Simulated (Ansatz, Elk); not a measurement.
# AlAsS4: X-ray structure factors from the self-consistent density

Structure refinements treat a crystal as free atoms side by side. For a made-up structure of AlAsS4 (cell and positions from a PBEsol relaxation) the runs below show what the calculated density changes in F(hkl).

Main program and level: Elk 11.2.3 (patched build); DFT, PBE, all-electron APW+lo, Dirac cores, scalar-relativistic bands, static density, no spin.

This account leaves out most program logs.

The structure was built from a prototype and need not be the compound's stable phase.

**1. The starting structure**

The structure is tetragonal, space group I-4m2 (No. 119). Conventional cell: a = 4.841 Å, b = 4.841 Å, c = 10.216 Å, α = 90.00°, β = 90.00°, γ = 90.00°. As has 6 S at 2.35 to 2.44 Å nearest. Nearest to S lie 1 Al at 2.29 Å and 2 As at 2.44 Å. S has 1 As at 2.35 Å and 2 Al at 2.43 Å nearest. Al has 6 S at 2.29 to 2.43 Å nearest. Farther neighbours and most contacts between anions are not listed.

**2. Ground state and structure factors**

An all-electron density is needed, since X-rays see the cores too. Task 0 finds the density and task 195 Fourier-transforms it; tshift is off so that phases refer to the origin typed.

Contents of elk.in:

```
tasks
  0
  195

xctype
  20

spinpol
  .false.

rgkmax
  7.0

gmaxvr
  14.0

lmaxo
  7

lmaxapw
  8

swidth
  0.002

tshift
  .false.

ramdisk
  .false.

hmaxvr
  5.5

maxscl
  120

epspot
  1e-06

sppath
  './'

avec
  -4.57418176848 4.57418176848 9.65234988026
  4.57418176848 -4.57418176848 9.65234988026
  4.57418176848 4.57418176848 -9.65234988026

atoms
  3
  'As.in'
  1
  0.0000000000 0.0000000000 -0.0000000000   0.000000 0.000000 0.000000
  'S.in'
  4
  0.5260411076 0.0260411076 0.5000000000   0.000000 0.000000 0.000000
  0.7702379513 0.7702379513 0.0000000000   0.000000 0.000000 0.000000
  0.2297620487 0.2297620487 0.0000000000   0.000000 0.000000 0.000000
  0.9739588924 0.4739588924 0.5000000000   0.000000 0.000000 0.000000
  'Al.in'
  1
  0.7500000000 0.2500000000 0.5000000000   0.000000 0.000000 0.000000

ngridk
  7 7 7
```

Command:

```bash
$ OMP_NUM_THREADS=4 elk
```

Elapsed: 59 s, on 4 threads of INTEL XEON PLATINUM 8581C at 2.10GHz (Emerald Rapids), shared host; peak memory 0.23 GiB; 3.3 min of CPU time.

SFACRHO.OUT:

```text

h k l indices transformed by vhmat matrix:
   1.000000000       0.000000000       0.000000000    
   0.000000000       1.000000000       0.000000000    
   0.000000000       0.000000000       1.000000000    

      h      k      l  multipl.   |H|            Re(F)            Im(F)           |F|

      0      0      0      1   0.0000000       110.00000      0.76589715E-15   110.00000    
     -1     -1      1      2  0.65094877       18.492008     -0.23263739E-15   18.492008    
      0     -1      0      4  0.76002711       33.249953      -15.411393       36.647925    
      0      1      0      4  0.76002711       33.249953       15.411393       36.647925    
      0      0     -1      4  0.97129567       18.167065      0.10228258E-13   18.167065    
     -1     -1      0      8   1.1692517      -8.8444069      0.72935148E-14   8.8444069    
      2      1     -2      4   1.1937796       18.061548       1.7880721       18.149841    
     -1     -2      1      4   1.1937796       18.061548      -1.7880721       18.149841    
     -2     -2      2      2   1.3018975       73.362795     -0.90310422E-14   73.362795    
     -1      1      1      4   1.3736195       79.019780      0.10078517E-14   79.019780    
      0      2     -2      4   1.5200542       16.041290      0.89799665E-01   16.041542    
      0      2      0      4   1.5200542       16.041290     -0.89799665E-01   16.041542    
     -1      0     -1      8   1.5698636       27.548434      -12.000946       30.048942    
      0     -1     -1      8   1.5698636       27.548434       12.000946       30.048942    
      2      2     -1      8   1.6243006       17.829968     -0.15922582E-13   17.829968    
      3      2     -2      4   1.7663655       35.325224      -22.184719       41.713705    
      3      2     -3      4   1.7663655       35.325224       22.184719       41.713705    
     -3      0      1      8   1.8198737       16.391151     -0.93308509       16.417688
```

Elk indexes on the primitive cell of elk.in and gives |H| = 4π sin θ/λ in inverse bohr. Below, one row stands for each form hkl of the conventional cell (m members, Friedel mates merged), F is for one primitive cell and the density is static (no thermal factor). Free-atom factors are Waasmaier and Kirfel's, and R is Σm||F|−|F'||/Σm|F|.

| hkl | m | sin θ/λ (Å⁻¹) | abs F, DFT | neutral atoms | diff. | abs of complex diff. |
| --- | --- | --- | --- | --- | --- | --- |
| 002 | 2 | 0.098 | 18.492 | 18.695 | -0.203 | 0.203 |
| 101 | 8 | 0.114 | 36.648 | 36.713 | -0.065 | 0.124 |
| 110 | 4 | 0.146 | 18.167 | 18.331 | -0.163 | 0.163 |
| 112 | 8 | 0.176 | 8.844 | 8.389 | +0.456 | 0.456 |
| 103 | 8 | 0.179 | 18.150 | 18.411 | -0.261 | 0.395 |
| 004 | 2 | 0.196 | 73.363 | 73.029 | +0.333 | 0.333 |
| 200 | 4 | 0.207 | 79.020 | 78.775 | +0.245 | 0.245 |
| 202 | 8 | 0.229 | 16.042 | 15.972 | +0.069 | 0.113 |
| 211 | 16 | 0.236 | 30.049 | 29.971 | +0.078 | 0.078 |
| 114 | 8 | 0.244 | 17.830 | 17.664 | +0.166 | 0.166 |
| 105 | 8 | 0.266 | 41.714 | 41.751 | -0.037 | 0.136 |
| 213 | 16 | 0.274 | 16.418 | 16.556 | -0.138 | 0.230 |
| 204 | 8 | 0.285 | 61.932 | 62.233 | -0.301 | 0.304 |
| 220 | 4 | 0.292 | 67.348 | 67.598 | -0.249 | 0.249 |

**3. The highest occupied states alone**

An energy window below the Fermi level keeps the highest occupied states, to see at which angles they scatter; shallow core shells can lie inside it and anion s states outside. No new self-consistency is needed.

elk.in: that of step 2 with these lines changed.

```diff
@@ -1,3 +1,2 @@
 tasks
-  0
   195
@@ -40,2 +39,5 @@
 
+wsfac
+  -0.387660 0.463580
+
 sppath
```

Command:

```bash
$ OMP_NUM_THREADS=4 elk
```

Run time: 8.2 s. Hardware: 4 threads; peak memory 0.18 GiB.

States within 15 eV below the Fermi level hold 31.78 electrons; any levels below the window count with the cores, and a count that is not whole means the window cuts a band. Their amplitudes can exceed the total, where window and core parts have opposite phase:

| hkl | sin θ/λ (Å⁻¹) | abs F, window | abs F, all |
| --- | --- | --- | --- |
| 002 | 0.098 | 1.241 | 18.492 |
| 101 | 0.114 | 4.419 | 36.648 |
| 110 | 0.146 | 1.032 | 18.167 |
| 112 | 0.176 | 7.393 | 8.844 |
| 103 | 0.179 | 2.077 | 18.150 |
| 004 | 0.196 | 7.311 | 73.363 |
| 200 | 0.207 | 7.254 | 79.020 |
| 202 | 0.229 | 0.439 | 16.042 |
| 211 | 0.236 | 0.798 | 30.049 |
| 114 | 0.244 | 0.628 | 17.830 |

**4. Another functional**

The difference from free atoms is small, so it is set against the change that LDA (Perdew-Wang) makes.

elk.in: that of step 3 with these lines changed.

```diff
@@ -1,2 +1,3 @@
 tasks
+  0
   195
@@ -4,3 +5,3 @@
 xctype
-  20
+  3
 
@@ -39,5 +40,2 @@
 
-wsfac
-  -0.387660 0.463580
-
 sppath
```

Command:

```bash
$ OMP_NUM_THREADS=4 elk
```

It took 47 s on 4 threads; peak memory 0.21 GiB; 2.7 min of CPU time.

Against the first run R = 0.10 %; the largest change is -0.072 at 112.

**5. Basis size**

A smaller basis shows how fast F responds to it; the change is likely larger than the basis error of the first run, but doesn't show convergence.

elk.in: that of step 4 with these lines changed.

```diff
@@ -5,3 +5,3 @@
 xctype
-  3
+  20
 
@@ -11,3 +11,3 @@
 rgkmax
-  7.0
+  5.5
```

Command:

```bash
$ OMP_NUM_THREADS=4 elk
```

It took 33 s on 4 threads; peak memory 0.21 GiB.

Against the first run R = 0.04 %; the largest change is -0.049 at 220.

**6. Settings against the effect**

| run | R against the first run (%) | R against neutral atoms, low angle (%) | wall time |
| --- | --- | --- | --- |
| PBE, rgkmax 7 | 0.00 | 0.57 | 59 s |
| LDA (Perdew-Wang) | 0.10 | 0.53 | 47 s |
| rgkmax 5.5 | 0.04 | 0.57 | 33 s |

**7. Results**

| Property | Result |
| --- | --- |
| R against neutral atoms, sin θ/λ < 0.3 Å⁻¹ | 0.57 % |
| R against neutral atoms, 0.3 to 0.74 Å⁻¹ | 0.24 % |

In words: Independent neutral atoms miss the calculated amplitudes by R = 0.57 % below 0.3 Å⁻¹ and 0.24 % from there to 0.74 Å⁻¹; by shells, 0.39 % below 0.15 Å⁻¹ (3 forms), 0.60 % 0.15 to 0.3 (12 forms), 0.55 % 0.3 to 0.45 (26 forms), 0.17 % above 0.45 (108 forms). Bonding, aspherical density and the tables' own atoms all enter these figures, and the runs don't part them. The largest change of an amplitude is +0.48 electrons, at 008. R counts amplitudes alone; phases shift too. The window's part falls from 31.8 electrons at the origin to at most 0.63 between 0.45 and 0.74 Å⁻¹. Below 0.3 Å⁻¹ the changes that finished (LDA (Perdew-Wang) and rgkmax 5.5) move F by R = 0.05 % at most, against the 0.57 % that separates it from free atoms. The k-mesh has no finished test. Part of the difference isn't bonding: the tables are fits to free atoms and ions calculated by other methods than this functional. Thermal motion, anomalous dispersion and extinction are left out.

[Logs are printed without paths, hosts, clocks, repeated set-up lines and the standing remarks that a program may print on its own settings, such as how far it seeks lower states.]

[Hosts, paths, dates, database ids (printed as entryN), source tags and the programs' standing remarks are cut or masked in the printed files.]
